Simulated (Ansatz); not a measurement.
# SiPbS3 (model cell, started as cubic perovskite with Si in the octahedra): phonons and vibrational spectra, part 2 of 2

Wanted: phonon frequencies of SiPbS3 (model cell, started as cubic perovskite with Si in the octahedra) and what follows from them.

Ansatz 0.2.0; DFT PBEsol, scalar-relativistic, plane waves, PAW; PAW set soft_1.

So far. Step 4 (Tight relaxation): The forces vanish by symmetry and the pressure is 0.003 GPa, within the tolerances set. The cell now holds 19.21 Å³/atom. Step 5 (Zone-centre response): Before it was imposed, the acoustic sum rule was missed by 4.3e-5 eV/Å². Small misses are needed for a sound result but don't prove that mesh and cutoff are converged. The lowest optical mode is imaginary, 152.1i cm⁻¹, so the energy falls along it. The relaxed cell has a = 4.580 Å (conventional setting).

The structure was built from a prototype and need not be the compound's stable phase.

**6. Phonons on a q mesh**

Stability and thermal properties need the whole zone. Linear response on a 4×4×4 q mesh gives force constants as far as a supercell of that size would.

The input, input.yaml:

```yaml
crystal:
  lattice:
    - [4.5798392005, 0.0, 0.0]
    - [0.0, 4.5798392005, 0.0]
    - [0.0, 0.0, 4.5798392005]
  atoms:
    - { symbol: Pb, position: [0.0, 0.0, 0.0] }
    - { symbol: Si, position: [0.5, 0.5, 0.5] }
    - { symbol: S, position: [0.5, 0.5, 0.0] }
    - { symbol: S, position: [0.5, 0.0, 0.5] }
    - { symbol: S, position: [0.0, 0.5, 0.5] }
kpoints:
  mp_grid: { grid: [8, 8, 8] }
hamiltonian:
  xc: pbesol
  pseudopotentials: { kind: paw, azcp: { folder: soft_1 }, xc_functional: pbe }
scf:
  occupations: { method: methfessel_paxton, width: 0.2 }
output:
  eigenvalues: true
phonons:
  method: dfpt
  qmesh: [4, 4, 4]
  temperatures: { t_max: 1000, t_step: 50 }
  qpath:
    path:
      - [[0.0, 0.0, 0.0], [0.0, 0.5, 0.0], [0.5, 0.5, 0.0], [0.0, 0.0, 0.0], [0.5, 0.5, 0.5], [0.0, 0.5, 0.0]]
      - [[0.5, 0.5, 0.5], [0.5, 0.5, 0.0]]
    npoints: 10
```

Launch:

```console
> ansatz run input.yaml --threads 8 --pin off --max-ram 16384MiB --backend cpu --events-out ev --progress --plain --runs-dir out
```

Wall time 6.2 min (8 threads of Arm Neoverse V2, shared host); peak memory 2.6 GiB; 47 min of CPU time.

Numbers from this step:

```yaml
sum_rule_residual_before_enforcement: 4.29e-5 eV/Å²
lowest_frequency_on_the_path: -205.9 cm⁻¹
highest_frequency_on_the_path_or_at_a_solved_wavevector: 379.2 cm⁻¹
lowest_mode_on_the_q_mesh_acoustic_modes_at_gamma_apart: -205.9 cm⁻¹
```

Frequencies (cm⁻¹) solved at each irreducible wavevector; negative means imaginary. Frequencies by wavevector, by row:

```
q in reciprocal lattice units  star  mode 1  mode 2  mode 3  mode 4  mode 13  mode 14  mode 15
                        0 0 0     1  -152.1  -152.1  -152.1  -104.7    310.1    310.1    310.1
                     0 0 0.25     6    -151    -151  -147.9  -144.4    291.7    305.4    305.4
                     0 0 -0.5     3    -154  -144.3  -144.3  -117.7    271.9    309.3    309.3
                  0 0.25 0.25    12  -195.3  -167.4  -138.8  -135.7      274    306.9      328
                  0 0.25 -0.5    12  -191.7    -152  -150.1  -116.2    286.9    313.8    319.9
                  0 -0.5 -0.5     3  -205.9  -166.2  -166.2   -91.6    305.6    319.6    326.4
               0.25 0.25 0.25     8  -186.8  -186.8    -184    -105    271.3    271.3    369.1
               0.25 0.25 -0.5    12  -184.1  -183.3  -177.4    -104      267    300.1    366.1
               0.25 -0.5 -0.5     6    -196  -176.6  -176.6  -100.3    318.3    318.3    369.4
               -0.5 -0.5 -0.5     1  -187.8  -187.8  -187.8   -86.3    337.9    337.9    372.6
```

Interpolated from a 4×4×4 q mesh. The phonon branches at the labelled points (cm⁻¹):

```
    point  branch 1  branch 2  branch 3  branch 4  branch 12  branch 13  branch 14  branch 15
        Γ      -152      -152      -152      -105          0        310        310        310
  halfway      -151      -151      -148      -144        171        292        305        305
        X      -154      -144      -144      -118        259        272        309        309
  halfway      -192      -152      -150      -116        245        287        314        320
        M      -206      -166      -166       -92        306        306        320        326
  halfway      -195      -168      -139      -136        198        274        307        328
        Γ      -152      -152      -152      -105          0        310        310        310
  halfway      -187      -187      -184      -105        224        271        271        369
        R      -188      -188      -188       -86        338        338        338        373
  halfway      -184      -183      -177      -104        242        267        300        366
        X      -154      -144      -144      -118        259        272        309        309
jump to R      -188      -188      -188       -86        338        338        338        373
  halfway      -196      -177      -177      -100        258        318        318        369
        M      -206      -166      -166       -92        306        306        320        326
```

Tetrahedra on a 16×16×16 mesh, mean over bins of 5 cm-1. Interpolated from a 4×4×4 q mesh. Table of phonon density of states by wavenumber; read off at these points:

```
wavenumber (cm⁻¹)  phonon density of states (1/cm⁻¹/cell)
             -208                                  3.7e-4
             -192                                  0.0463
             -182                                  0.0698
             -178                                  0.0626
             -168                                  0.0686
             -162                                  0.0500
             -142                                  0.0206
             -128                                  0.0131
             -118                                  0.0822
             -112                                  0.0642
              -98                                  0.0595
              -82                                 0.00247
              -68                                 0.00363
              -48                                 0.00577
              -32                                 0.00953
              -18                                  0.0281
               -2                                  0.0275
               12                                   0.023
               28                                  0.0357
               48                                  0.0369
               62                                  0.0345
               78                                  0.0159
               92                                  0.0297
              108                                  0.0287
              122                                  0.0110
              142                                 0.00995
              158                                 0.00948
              172                                  0.0097
              188                                 0.00982
              202                                  0.0104
              218                                  0.0125
              238                                  0.0518
              252                                  0.0164
              268                                  0.0230
              278                                  0.0577
              282                                  0.0427
              298                                  0.0432
              302                                  0.0560
              312                                  0.0272
              332                                  0.0207
              348                                  0.0128
              362                                  0.0118
              378                                  0.0106
```

The partial phonon density of states has structure finer than the step of the table below, so its rows give means over 20 cm⁻¹, whole bins alone (the curve runs from -215 to 399 cm⁻¹). Peaks (cm⁻¹: height): Pb -99.2: 0.0141, -10.3: 0.0289, 32.2: 0.0443; S -180.4: 0.0633, -114.7: 0.0624, 97.9: 0.025, 237.1: 0.0345, 298.9: 0.0287; Si -114.7: 0.00373, 101.8: 0.0119, 159.7: 0.0111, 213.9: 0.0115, 248.6: 0.00965, 275.7: 0.0253.

Phonopy on the run's constants, 13x13x13 mesh, Gaussian sigma 4.4 cm-1. Interpolated from a 4×4×4 q mesh. The partial phonon density of states by wavenumber; means over each step; values in 1/cm⁻¹/cell:

```
wavenumber (cm⁻¹)       Pb        S       Si
             -200   1.6e-4   0.0243   2.7e-4
             -180   7.9e-4   0.0597  0.00148
             -160  0.00133   0.0424  0.00248
             -140   6.7e-4   0.0170  0.00155
             -120  0.00242   0.0423  0.00253
             -100   0.0106   0.0398  0.00151
              -80  0.00191  0.00386   1.8e-4
              -60  0.00208  0.00241   1.9e-4
              -40  0.00520  0.00178   2.9e-4
              -20   0.0202  0.00146   7.8e-4
                0   0.0229  0.00114   4.1e-4
               20   0.0269  0.00325   4.1e-4
               40   0.0347  0.00784   1.0e-3
               60   0.0160   0.0125  0.00205
               80  0.00188   0.0114  0.00570
              100  0.00116   0.0216   0.0107
              120   1.4e-4  0.00780  0.00831
              140   1.5e-4  0.00254  0.00692
              160   8.4e-5  0.00233  0.00863
              180   8.9e-5  0.00212  0.00545
              200   1.0e-4  0.00263  0.00823
              220   8.2e-5  0.00755  0.00774
              240   1.1e-4   0.0282  0.00800
              260   3.8e-5   0.0118  0.00939
              280   9.3e-5   0.0215   0.0222
              300   9.2e-5   0.0241   0.0200
              320   2.3e-5   0.0162  0.00851
              340   8.6e-6   0.0126  0.00291
              360   2.0e-6   0.0111  0.00148
              380        0  0.00650   7.3e-4
```

Symmetry leaves 10 wavevectors to solve. The lowest mode among them, the acoustic zeros apart, lies at q = (0, -0.5, -0.5) and is imaginary, 205.9i cm⁻¹, so the energy falls along it.

**7. Summary of results**

| Quantity | Value |
| --- | --- |
| space group after relaxation (within 0.01 Å) | Pm-3m |
| volume per atom | 19.2 Å³ |
| electronic character | no gap on this mesh |
| highest optical mode at the zone centre (no LO-TO term) | 310 cm⁻¹ |
| lowest optical zone-centre mode | -152 cm⁻¹ |
| lowest mode on the q mesh (acoustic modes at Γ apart) | -206 cm⁻¹ |
| highest frequency on the path or at a solved wavevector | 379 cm⁻¹ |
| imaginary modes on the 4×4×4 q mesh | yes |

In words: Modes are clearly imaginary (beyond 10i cm⁻¹) at 10 of the 10 irreducible wavevectors, most at q = (0, -0.5, -0.5) (205.9i cm⁻¹), so this structure is not a minimum of the energy. The optical modes at Γ span -152 to 310 cm⁻¹ (negative means imaginary). The highest mode in this list at Γ, 310.1 cm⁻¹, is mostly motion of S (81 % of the kinetic energy). With no gap, or one that is small against the smearing, the frequencies hang on the k mesh and the smearing, most of all near Kohn anomalies. Spin-orbit coupling is left out, which can matter for the heavy elements here. The PAW files were made for PBE and serve the other functionals too. A phonon run warned that its eigensolver left some bands unconverged in a pass. The starting cell was built on a prototype and not taken from a measurement, so the phase need not exist. These are harmonic frequencies at zero temperature: anharmonic shifts, linewidths and thermal expansion are left out.

[Logs are printed without paths, hosts, clocks, repeated set-up lines and the standing remarks that a program may print on its own settings, such as how far it seeks lower states.]

[Hosts, paths, dates, database ids (printed as entryN), source tags and the programs' standing remarks are cut or masked in the printed files.]
